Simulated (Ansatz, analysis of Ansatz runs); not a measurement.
**B-H pair in alpha-quartz: local vibrational mode against experiment**

Aim: the local vibrational mode of the B-H pair in alpha-quartz, to be set beside the measurement. Set-up: PBE, 72-site cell, PBE lattice, 420 eV, k: the single point 1/4 1/4 1/4. The model is a cell of 72 host atoms with B put on another atom's site and H put in between. The frequencies come from force constants among the defect atom and its neighbours, with the masses of the isotopes named. A local or semilocal functional is the cheapest first rung.

Measured beforehand: O-H stretch, 1H: 3595 cm⁻¹ at 300 K, by diffuse reflectance FTIR with peak fitting (“Structural evolution of water and hydroxyl groups during thermal, mechanical and chemical treatment of high purity natural quartz”, 2020, pmc:9055915). The runs below try to reproduce this.

Method: plane-wave PAW DFT, PBE; relaxation of all atoms of a defect supercell, in Ansatz 0.2.0.

## (1) Set-up

The cell holds 73 atoms: 23 Si, 48 O, 1 B and 1 H. Its edges and angles: a = 10.037 Å, b = 10.037 Å, c = 11.018 Å, α = 90.0°, β = 90.0°, γ = 120.0°. It derives from SiO2 (space group P3_221). Nearest the centre at fractional (0.249, 0.230, 0.471): H73 at 0.44 Å, B12 at 0.88 Å, O4 at 1.45 Å, O9 at 1.78 Å, O15 at 1.82 Å, O16 at 1.84 Å, Si1 at 2.71 Å, Si19 at 3.16 Å.

The host's primitive cell comes from a first run (plane-wave PAW DFT, PBE; relaxation of the host's cell and atoms): vectors of 5.018, 5.018 and 5.509 Å. That is 13.35 Å³ an atom, 6.1 % over the diffraction cell's volume. The supercell is built on it.

## (2) Relaxation, charge 0

Every later number rests on the structure around the defect, so the atoms are relaxed at the host's lattice first.

Input file relax/input.yaml:

```yaml
relax:
  f_tol: 0.01
  max_steps: 80
  random_displacement: { amplitude: 0.02, seed: 696 }
crystal:
  lattice:
    - [10.03667686, 0.0, 0.0]
    - [-5.01833843, 8.69201713, 0.0]
    - [0.0, 0.0, 11.0179481]
  atoms:
    - { symbol: Si, position: [0.238184543, 0.0, 0.333333333] }
    - { symbol: Si, position: [0.0, 0.238184543, 0.166666667] }
    - { symbol: Si, position: [0.261815457, 0.261815457, 0.0] }
    - { symbol: O, position: [0.198334714, 0.108110667, 0.380823111] }
    - { symbol: O, position: [0.371939994, 0.079143434, 0.230475272] }
    - { symbol: O, position: [0.420856566, 0.29279656, 0.063808606] }
    - { symbol: O, position: [0.128060006, 0.20720344, 0.102858061] }
    - { symbol: O, position: [0.079143434, 0.371939994, 0.269524728] }
    - { symbol: O, position: [0.29279656, 0.420856566, 0.436191394] }
    - { symbol: Si, position: [0.238184543, 0.0, 0.833333333] }
    - { symbol: Si, position: [0.0, 0.238184543, 0.666666667] }
    - { symbol: B, position: [0.277776021, 0.297721967, 0.52937026] }
    - { symbol: O, position: [0.20720344, 0.128060006, 0.897141939] }
    - { symbol: O, position: [0.371939994, 0.079143434, 0.730475272] }
    - { symbol: O, position: [0.420856566, 0.29279656, 0.563808606] }
    - { symbol: O, position: [0.128060006, 0.20720344, 0.602858061] }
    - { symbol: O, position: [0.079143434, 0.371939994, 0.769524728] }
    - { symbol: O, position: [0.29279656, 0.420856566, 0.936191394] }
    - { symbol: Si, position: [0.238184543, 0.5, 0.333333333] }
    - { symbol: Si, position: [0.0, 0.738184543, 0.166666667] }
    - { symbol: Si, position: [0.261815457, 0.761815457, 0.0] }
    - { symbol: O, position: [0.20720344, 0.628060006, 0.397141939] }
    - { symbol: O, position: [0.371939994, 0.579143434, 0.230475272] }
    - { symbol: O, position: [0.420856566, 0.79279656, 0.063808606] }
    - { symbol: O, position: [0.128060006, 0.70720344, 0.102858061] }
    - { symbol: O, position: [0.079143434, 0.871939994, 0.269524728] }
    - { symbol: O, position: [0.29279656, 0.920856566, 0.436191394] }
    - { symbol: Si, position: [0.238184543, 0.5, 0.833333333] }
    - { symbol: Si, position: [0.0, 0.738184543, 0.666666667] }
    - { symbol: Si, position: [0.261815457, 0.761815457, 0.5] }
    - { symbol: O, position: [0.20720344, 0.628060006, 0.897141939] }
    - { symbol: O, position: [0.371939994, 0.579143434, 0.730475272] }
    - { symbol: O, position: [0.420856566, 0.79279656, 0.563808606] }
    - { symbol: O, position: [0.128060006, 0.70720344, 0.602858061] }
    - { symbol: O, position: [0.079143434, 0.871939994, 0.769524728] }
    - { symbol: O, position: [0.29279656, 0.920856566, 0.936191394] }
    - { symbol: Si, position: [0.738184543, 0.0, 0.333333333] }
    - { symbol: Si, position: [0.5, 0.238184543, 0.166666667] }
    - { symbol: Si, position: [0.761815457, 0.261815457, 0.0] }
    - { symbol: O, position: [0.70720344, 0.128060006, 0.397141939] }
    - { symbol: O, position: [0.871939994, 0.079143434, 0.230475272] }
    - { symbol: O, position: [0.920856566, 0.29279656, 0.063808606] }
    - { symbol: O, position: [0.628060006, 0.20720344, 0.102858061] }
    - { symbol: O, position: [0.579143434, 0.371939994, 0.269524728] }
    - { symbol: O, position: [0.79279656, 0.420856566, 0.436191394] }
    - { symbol: Si, position: [0.738184543, 0.0, 0.833333333] }
    - { symbol: Si, position: [0.5, 0.238184543, 0.666666667] }
    - { symbol: Si, position: [0.761815457, 0.261815457, 0.5] }
    - { symbol: O, position: [0.70720344, 0.128060006, 0.897141939] }
    - { symbol: O, position: [0.871939994, 0.079143434, 0.730475272] }
    - { symbol: O, position: [0.920856566, 0.29279656, 0.563808606] }
    - { symbol: O, position: [0.628060006, 0.20720344, 0.602858061] }
    - { symbol: O, position: [0.579143434, 0.371939994, 0.769524728] }
    - { symbol: O, position: [0.79279656, 0.420856566, 0.936191394] }
    - { symbol: Si, position: [0.738184543, 0.5, 0.333333333] }
    - { symbol: Si, position: [0.5, 0.738184543, 0.166666667] }
    - { symbol: Si, position: [0.761815457, 0.761815457, 0.0] }
    - { symbol: O, position: [0.70720344, 0.628060006, 0.397141939] }
    - { symbol: O, position: [0.871939994, 0.579143434, 0.230475272] }
    - { symbol: O, position: [0.920856566, 0.79279656, 0.063808606] }
    - { symbol: O, position: [0.628060006, 0.70720344, 0.102858061] }
    - { symbol: O, position: [0.579143434, 0.871939994, 0.269524728] }
    - { symbol: O, position: [0.79279656, 0.920856566, 0.436191394] }
    - { symbol: Si, position: [0.738184543, 0.5, 0.833333333] }
    - { symbol: Si, position: [0.5, 0.738184543, 0.666666667] }
    - { symbol: Si, position: [0.761815457, 0.761815457, 0.5] }
    - { symbol: O, position: [0.70720344, 0.628060006, 0.897141939] }
    - { symbol: O, position: [0.871939994, 0.579143434, 0.730475272] }
    - { symbol: O, position: [0.920856566, 0.79279656, 0.563808606] }
    - { symbol: O, position: [0.628060006, 0.70720344, 0.602858061] }
    - { symbol: O, position: [0.579143434, 0.871939994, 0.769524728] }
    - { symbol: O, position: [0.79279656, 0.920856566, 0.936191394] }
    - { symbol: H, position: [0.233551, 0.194057, 0.441983] }
basis:
  ecutwfc: 420
  xc_grid: 2
hamiltonian:
  xc: pbe
kpoints:
  mp_grid: { grid: [1, 1, 1], shift: [0.25, 0.25, 0.25] }
scf:
  occupations: { method: fermi_dirac, width: 0.01 }
  max_iter: 120
output:
  forces: true
checkpoint:
  write: "../relax.run"
  compress: false
  write_wavefunctions: true
  write_every: 100000
```

Run with:

```console
$ ansatz run input.yaml --threads 2 --pin off --max-ram 3768MiB --backend cpu --events-out ev --progress --plain --runs-dir out
```

Numbers of over 12 decimals in the logs are rounded to 6 here.

What it wrote:

```text
[... repeated set-up lines and file paths are left out, and long positions are rounded to six places ...]
Engine: ansatz 0.2.0, x86_64-unknown-linux-gnu
Pseudopotentials: kind: paw
Pseudopotential: Si, paw, valence charge 4, recommended cutoff 420 eV (normal), Si.paw.azcp
Pseudopotential: O, paw, valence charge 6, recommended cutoff 420 eV (normal), O.paw.azcp
Pseudopotential: B, paw, valence charge 3, recommended cutoff 420 eV (normal), B.paw.azcp
Pseudopotential: H, paw, valence charge 1, recommended cutoff 420 eV (normal), H.paw.azcp
Functional definition: PBE
  parameter kappa = 0.804
  parameter beta = 0.066725
  exchange = pbe_x(kappa = kappa, mu = beta*pi^2/3)
  correlation = pbe_c(beta = beta)
Crystal: 73 atoms, lattice volume = 961.194 Å³
Basis set: ecut = 420 eV, 18781 PW (Γ), exchange–correlation on 144×144×150 points (8 copies of the dense FFT grid, shifted against one another)
Bands: 265, of which v1, the nominal top of the filled ones, is band 192 counted from 1 (191 counted from 0)
Symmetry: 1 space group operations
k-points: 1
Non-local potential: Si, projectors of the file, l = 0: 2, l = 1: 2, l = 2: 2
Non-local potential: O, projectors of the file, l = 0: 2, l = 1: 2, l = 2: 1
Non-local potential: B, projectors of the file, l = 0: 2, l = 1: 2, l = 2: 1
Non-local potential: H, projectors of the file, l = 0: 2, l = 1: 1
PAW form: soft (Blöchl's): semilocal exchange-correlation on the pseudo side does not see the compensation charge
PAW one-centre angular grid: Si, 110 points (default); XC on 64 Gauss nodes
PAW one-centre angular grid: O, 110 points (default); XC on 64 Gauss nodes
PAW one-centre angular grid: B, 110 points (default); XC on 64 Gauss nodes
PAW one-centre angular grid: H, 110 points (default); XC on 64 Gauss nodes
Initial density: superposition of atomic densities (neutral atoms: chi_scale 0, normalization atom), corrected by the library's trained network
Initial wavefunctions: pseudopotential atomic-orbital guess
Functional: x = pbe(κ = 0.804, μ = 0.219515), c = pbe(β = 0.066725)
SCF iter   1: F=—  HF=-42108.202488 eV  |F-HF|=—  |Δ(HF+E_count)|=         —  Δρ=3.67e-3  dr2=1.81e-1  ethr=1.77e-3  ⟨swp⟩=6.0  Hψ=1089  notcnv=0  defer=64
preconditioner: auto → Resta (q_TF=auto, 2.341 Å⁻¹)  ε∞=3.0  [insulator: Δε(μ)=4.294 eV  Ē_g=16.599 eV  σ=0.010 eV  W_gap=1.00  n_scr=212 (ndim 8)  ℏωp=23.5 eV  f_vac=0.150  D(μ)=0.00/eV (n_scr^D=0)  ε∞_Penn≈3.0]
SCF iter   2: F=—  HF=-42108.179207 eV  |F-HF|=—  |Δ(HF+E_count)|=   2.33e-2  Δρ=1.82e-3  dr2=4.04e-2  ethr=4.71e-5  ⟨swp⟩=3.0  Hψ=510  notcnv=0  defer=66
SCF iter   3: F=—  HF=-42108.170730 eV  |F-HF|=—  |Δ(HF+E_count)|=   8.48e-3  Δρ=7.86e-4  dr2=1.05e-2  ethr=1.05e-5  ⟨swp⟩=3.0  Hψ=404  notcnv=0  defer=66
SCF iter   4: F=—  HF=-42108.167634 eV  |F-HF|=—  |Δ(HF+E_count)|=   3.10e-3  Δρ=3.00e-4  dr2=9.27e-4  ethr=2.73e-6  ⟨swp⟩=2.0  Hψ=398  notcnv=0  defer=66
SCF iter   5: F=—  HF=-42108.166599 eV  |F-HF|=—  |Δ(HF+E_count)|=   1.04e-3  Δρ=1.82e-4  dr2=2.64e-4  ethr=2.42e-7  ⟨swp⟩=2.0  Hψ=458  notcnv=0  defer=66
SCF iter   6: F=—  HF=-42108.166567 eV  |F-HF|=—  |Δ(HF+E_count)|=   3.23e-5  Δρ=4.77e-5  dr2=1.92e-5  ethr=6.88e-8  ⟨swp⟩=2.0  Hψ=392  notcnv=0  defer=66
SCF iter   7: F=—  HF=-42108.166575 eV  |F-HF|=—  |Δ(HF+E_count)|=   8.04e-6  Δρ=1.90e-5  dr2=3.13e-6  ethr=5.01e-9  ⟨swp⟩=2.0  Hψ=389  notcnv=0  defer=66
SCF iter   8: F=-42108.166576 eV  HF=-42108.166576 eV  |F-HF|=1.57e-8  |Δ(HF+E_count)|=   9.32e-7  Δρ=8.11e-6  dr2=5.26e-7  ethr=6.51e-10  ⟨swp⟩=4.0  Hψ=797  notcnv=0
SCF 1 converged in 8 iterations: F = -42108.166576 eV  dr2 = 5.26e-7
  greatest PAW one-centre occupation: 0.874 electrons in one spin orbital (limit 2), on the O atom at site 3 (counted from 0), in its partial waves of l = 0
relax step   1: F+E_penalty+E_count = -42108.16657554 eV  Δ(F+E_penalty+E_count) = +0.000e0 eV  max|allowed force component| = 5.881e0 eV/Å  Δτ_max = 0.0000 Å  (8 SCF iters, dr2 threshold 2.50e-6 eV, accepted)
[... the SCF cycles and remarks between the steps are left out from here to the last step ...]
relax step   2: F+E_penalty+E_count = -42110.43568390 eV  Δ(F+E_penalty+E_count) = -2.269e0 eV  max|allowed force component| = 3.046e0 eV/Å  Δτ_max = 0.1689 Å  (6 SCF iters, dr2 threshold 1.00e-4 eV, accepted)
relax step   3: F+E_penalty+E_count = -42111.46022706 eV  Δ(F+E_penalty+E_count) = -1.025e0 eV  max|allowed force component| = 1.626e0 eV/Å  Δτ_max = 0.1996 Å  (6 SCF iters, dr2 threshold 1.00e-4 eV, accepted)
relax step   4: F+E_penalty+E_count = -42111.74084451 eV  Δ(F+E_penalty+E_count) = -2.806e-1 eV  max|allowed force component| = 6.346e-1 eV/Å  Δτ_max = 0.2000 Å  (6 SCF iters, dr2 threshold 1.00e-4 eV, accepted)
relax step   5: F+E_penalty+E_count = -42111.81845052 eV  Δ(F+E_penalty+E_count) = -7.761e-2 eV  max|allowed force component| = 5.916e-1 eV/Å  Δτ_max = 0.1796 Å  (5 SCF iters, dr2 threshold 6.14e-5 eV, accepted)
relax step   6: F+E_penalty+E_count = -42111.90550111 eV  Δ(F+E_penalty+E_count) = -8.705e-2 eV  max|allowed force component| = 5.873e-1 eV/Å  Δτ_max = 0.1949 Å  (5 SCF iters, dr2 threshold 5.33e-5 eV, accepted)
relax step   7: F+E_penalty+E_count = -42111.98294663 eV  Δ(F+E_penalty+E_count) = -7.745e-2 eV  max|allowed force component| = 4.337e-1 eV/Å  Δτ_max = 0.2000 Å  (5 SCF iters, dr2 threshold 1.00e-4 eV, accepted)
relax step   8: F+E_penalty+E_count = -42112.03041545 eV  Δ(F+E_penalty+E_count) = -4.747e-2 eV  max|allowed force component| = 1.070e0 eV/Å  Δτ_max = 0.1933 Å  (5 SCF iters, dr2 threshold 1.00e-4 eV, accepted)
relax step   9: F+E_penalty+E_count = -42112.07652164 eV  Δ(F+E_penalty+E_count) = -4.611e-2 eV  max|allowed force component| = 1.439e-1 eV/Å  Δτ_max = 0.1266 Å  (6 SCF iters, dr2 threshold 1.00e-4 eV, accepted)
relax step  10: F+E_penalty+E_count = -42112.07008091 eV  Δ(F+E_penalty+E_count) = +6.441e-3 eV  max|allowed force component| = 2.047e-1 eV/Å  Δτ_max = 0.0813 Å  (7 SCF iters, dr2 threshold 1.30e-6 eV, rejected (line search))
relax step  11: F+E_penalty+E_count = -42112.08166226 eV  Δ(F+E_penalty+E_count) = -5.141e-3 eV  max|allowed force component| = 4.326e-2 eV/Å  Δτ_max = 0.0397 Å  (8 SCF iters, accepted)
relax step  12: F+E_penalty+E_count = -42112.08343689 eV  Δ(F+E_penalty+E_count) = -1.775e-3 eV  max|allowed force component| = 3.685e-2 eV/Å  Δτ_max = 0.0493 Å  (7 SCF iters, dr2 threshold 1.17e-7 eV, accepted)
relax step  13: F+E_penalty+E_count = -42112.08399551 eV  Δ(F+E_penalty+E_count) = -5.586e-4 eV  max|allowed force component| = 4.507e-2 eV/Å  Δτ_max = 0.0261 Å  (7 SCF iters, dr2 threshold 1.23e-7 eV, accepted)
relax step  14: F+E_penalty+E_count = -42112.08419224 eV  Δ(F+E_penalty+E_count) = -1.967e-4 eV  max|allowed force component| = 1.192e-2 eV/Å  Δτ_max = 0.0047 Å  (4 SCF iters, dr2 threshold 1.47e-6 eV, accepted)
SCF iter   1: F=—  HF=-42112.085688 eV  |F-HF|=—  |Δ(HF+E_count)|=         —  Δρ=5.69e-4  dr2=1.64e-3  ethr=4.12e-6  ⟨swp⟩=6.0  Hψ=743  notcnv=0  defer=66
SCF iter   2: F=—  HF=-42112.085342 eV  |F-HF|=—  |Δ(HF+E_count)|=   3.46e-4  Δρ=3.02e-4  dr2=4.79e-4  ethr=4.28e-7  ⟨swp⟩=2.0  Hψ=306  notcnv=0  defer=66
SCF iter   3: F=—  HF=-42112.085252 eV  |F-HF|=—  |Δ(HF+E_count)|=   9.00e-5  Δρ=6.62e-5  dr2=2.53e-5  ethr=1.25e-7  ⟨swp⟩=2.0  Hψ=368  notcnv=0  defer=66
SCF iter   4: F=—  HF=-42112.084301 eV  |F-HF|=—  |Δ(HF+E_count)|=   9.50e-4  Δρ=2.28e-5  dr2=2.71e-6  ethr=6.59e-9  ⟨swp⟩=2.0  Hψ=391  notcnv=0  defer=66
SCF iter   5: F=—  HF=-42112.084302 eV  |F-HF|=—  |Δ(HF+E_count)|=   6.51e-7  Δρ=5.42e-6  dr2=2.55e-7  ethr=7.07e-10  ⟨swp⟩=2.0  Hψ=368  notcnv=0  defer=66
SCF iter   6: F=-42112.084302 eV  HF=-42112.084302 eV  |F-HF|=2.17e-9  |Δ(HF+E_count)|=   1.16e-7  Δρ=2.49e-6  dr2=4.72e-8  ethr=2.60e-11  ⟨swp⟩=4.0  Hψ=797  notcnv=0
SCF 15 converged in 6 iterations: F = -42112.084302 eV  dr2 = 4.72e-8
relax step  15: F+E_penalty+E_count = -42112.08430199 eV  Δ(F+E_penalty+E_count) = -1.097e-4 eV  max|allowed force component| = 9.890e-3 eV/Å  Δτ_max = 0.0078 Å  (6 SCF iters, accepted)
NSCF: frozen V_eff on 1 k-points
the band table was solved once a step of the walk had ended and its energy, with any forces and stress, was formed, with the checks that follow a solve (1250 applications of the Hamiltonian). They found nothing against the state; [...]
SCF converged after 6 iterations
Free energy (F): -42112.084302 eV
Harris-Foulkes:  -42112.084302 eV  (|F-HF|=2.17e-9)
Internal energy: -42112.084302 eV  (E = F + TS)
E sigma→0 (E₀):  -42112.084302 eV
Fermi energy:    5.165869 eV
--- Per-component energies (eV) ---
  E_band       = -1862.865221
  E_kinetic    = 9644.883780
  E_local      = -24552.792295  (includes V_loc(G=0)·N_el)
  E_nonlocal   = 2865.000057
  E_hartree    = 8846.085628
  E_xc         = -4876.269072
  E_vxc        = -5677.578140  (∫ρ·V_xc dr)
  E_paw        = -19512.111335  (= ΣΔE_a)
  E_vpaw       = -1834.672186  (= ΣTr[D̂ρ^β])
  E_aug_tail   = 0.123233  (compensation charges beyond the density's cutoff)
  E_ewald      = -14527.004299
  E_smearing   = -0.000000  (= −TS)
  E_closure    = -0.000000  (closes the sum)
  Σ components = -42112.084302   (vs F -42112.084302, Δ=0.00e0)
--- Forces (eV/Å), atoms counted from 1 ---
  atom   1  Si    -0.00010072     0.00988937    -0.00463796
  atom   2  Si     0.00044712     0.00058129    -0.00170542
  [... 1 atom left out ...]
  atom   4  O     -0.00523221    -0.00522804     0.00174257
  [... 4 atoms left out ...]
  atom   9  O     -0.00082820    -0.00140575    -0.00100474
  [... 1 atom left out ...]
  atom  11  Si     0.00373330    -0.00075289     0.00200889
  atom  12  B      0.00082303    -0.00487253     0.00263887
  [... 2 atoms left out ...]
  atom  15  O     -0.00384014    -0.00083380     0.00155903
  atom  16  O     -0.00035949     0.00187724    -0.00075512
  [... 2 atoms left out ...]
  atom  19  Si     0.00263967    -0.00274858    -0.00152148
  [... 27 atoms left out ...]
  atom  47  Si    -0.00091776     0.00185494    -0.00174641
  [... 25 atoms left out ...]
  atom  73  H      0.00801461    -0.00316213    -0.00267761
  max |Σ_I F_I| component: 4.83e-5 eV/Å
--- Band table (eV) ---
  k-point 0: bands = ["-17.1809", "-17.0454", "-17.0146", "-16.9802", [... 257 left out ...] "13.6626", "13.7570", "13.7718", "13.8288"]
--- Relaxed structure (15 steps of the walk, 14 accepted, 0 SCFs on fresh bases) ---
  F+E_penalty+E_count = -42112.08430199 eV   max|allowed force component| = 9.890e-3 eV/Å
  atoms:
    - { symbol: Si, position: [0.238253, -0.012923, 0.325020] }
    - { symbol: Si, position: [0.001563, 0.240208, 0.171151] }
    [... 1 atom left out ...]
    - { symbol: O, position: [0.203197, 0.119463, 0.375268] }
    [... 4 atoms left out ...]
    - { symbol: O, position: [0.299262, 0.417419, 0.444914] }
    [... 1 atom left out ...]
    - { symbol: Si, position: [0.003616, 0.248189, 0.670359] }
    - { symbol: B, position: [0.280414, 0.320778, 0.541750] }
    [... 2 atoms left out ...]
    - { symbol: O, position: [0.407298, 0.310318, 0.574136] }
    - { symbol: O, position: [0.144476, 0.240681, 0.604223] }
    [... 2 atoms left out ...]
    - { symbol: Si, position: [0.239830, 0.495572, 0.344021] }
    [... 27 atoms left out ...]
    - { symbol: Si, position: [0.487127, 0.243684, 0.666575] }
    [... 25 atoms left out ...]
    - { symbol: H, position: [0.278525, 0.223359, 0.351045] }
```

The job ended after 3.7 min (2 threads of Intel Xeon Platinum 8259CL at 2.50GHz (Skylake/Cascade Lake), shared host; peak memory 1.7 GiB; 7.1 min of CPU time).

(Continued in part 2 of 2.)

[Logs are printed without paths, hosts, clocks, repeated set-up lines and the standing remarks that a program may print on its own settings, such as how far it seeks lower states.]

[Hosts, paths, dates, database ids (printed as entryN), source tags and the programs' standing remarks are cut or masked in the printed files.]

[For some hosts the program warned that the k-mesh of the response run may be too coarse for force constants and the static dielectric constant; such warnings are not shown here.]
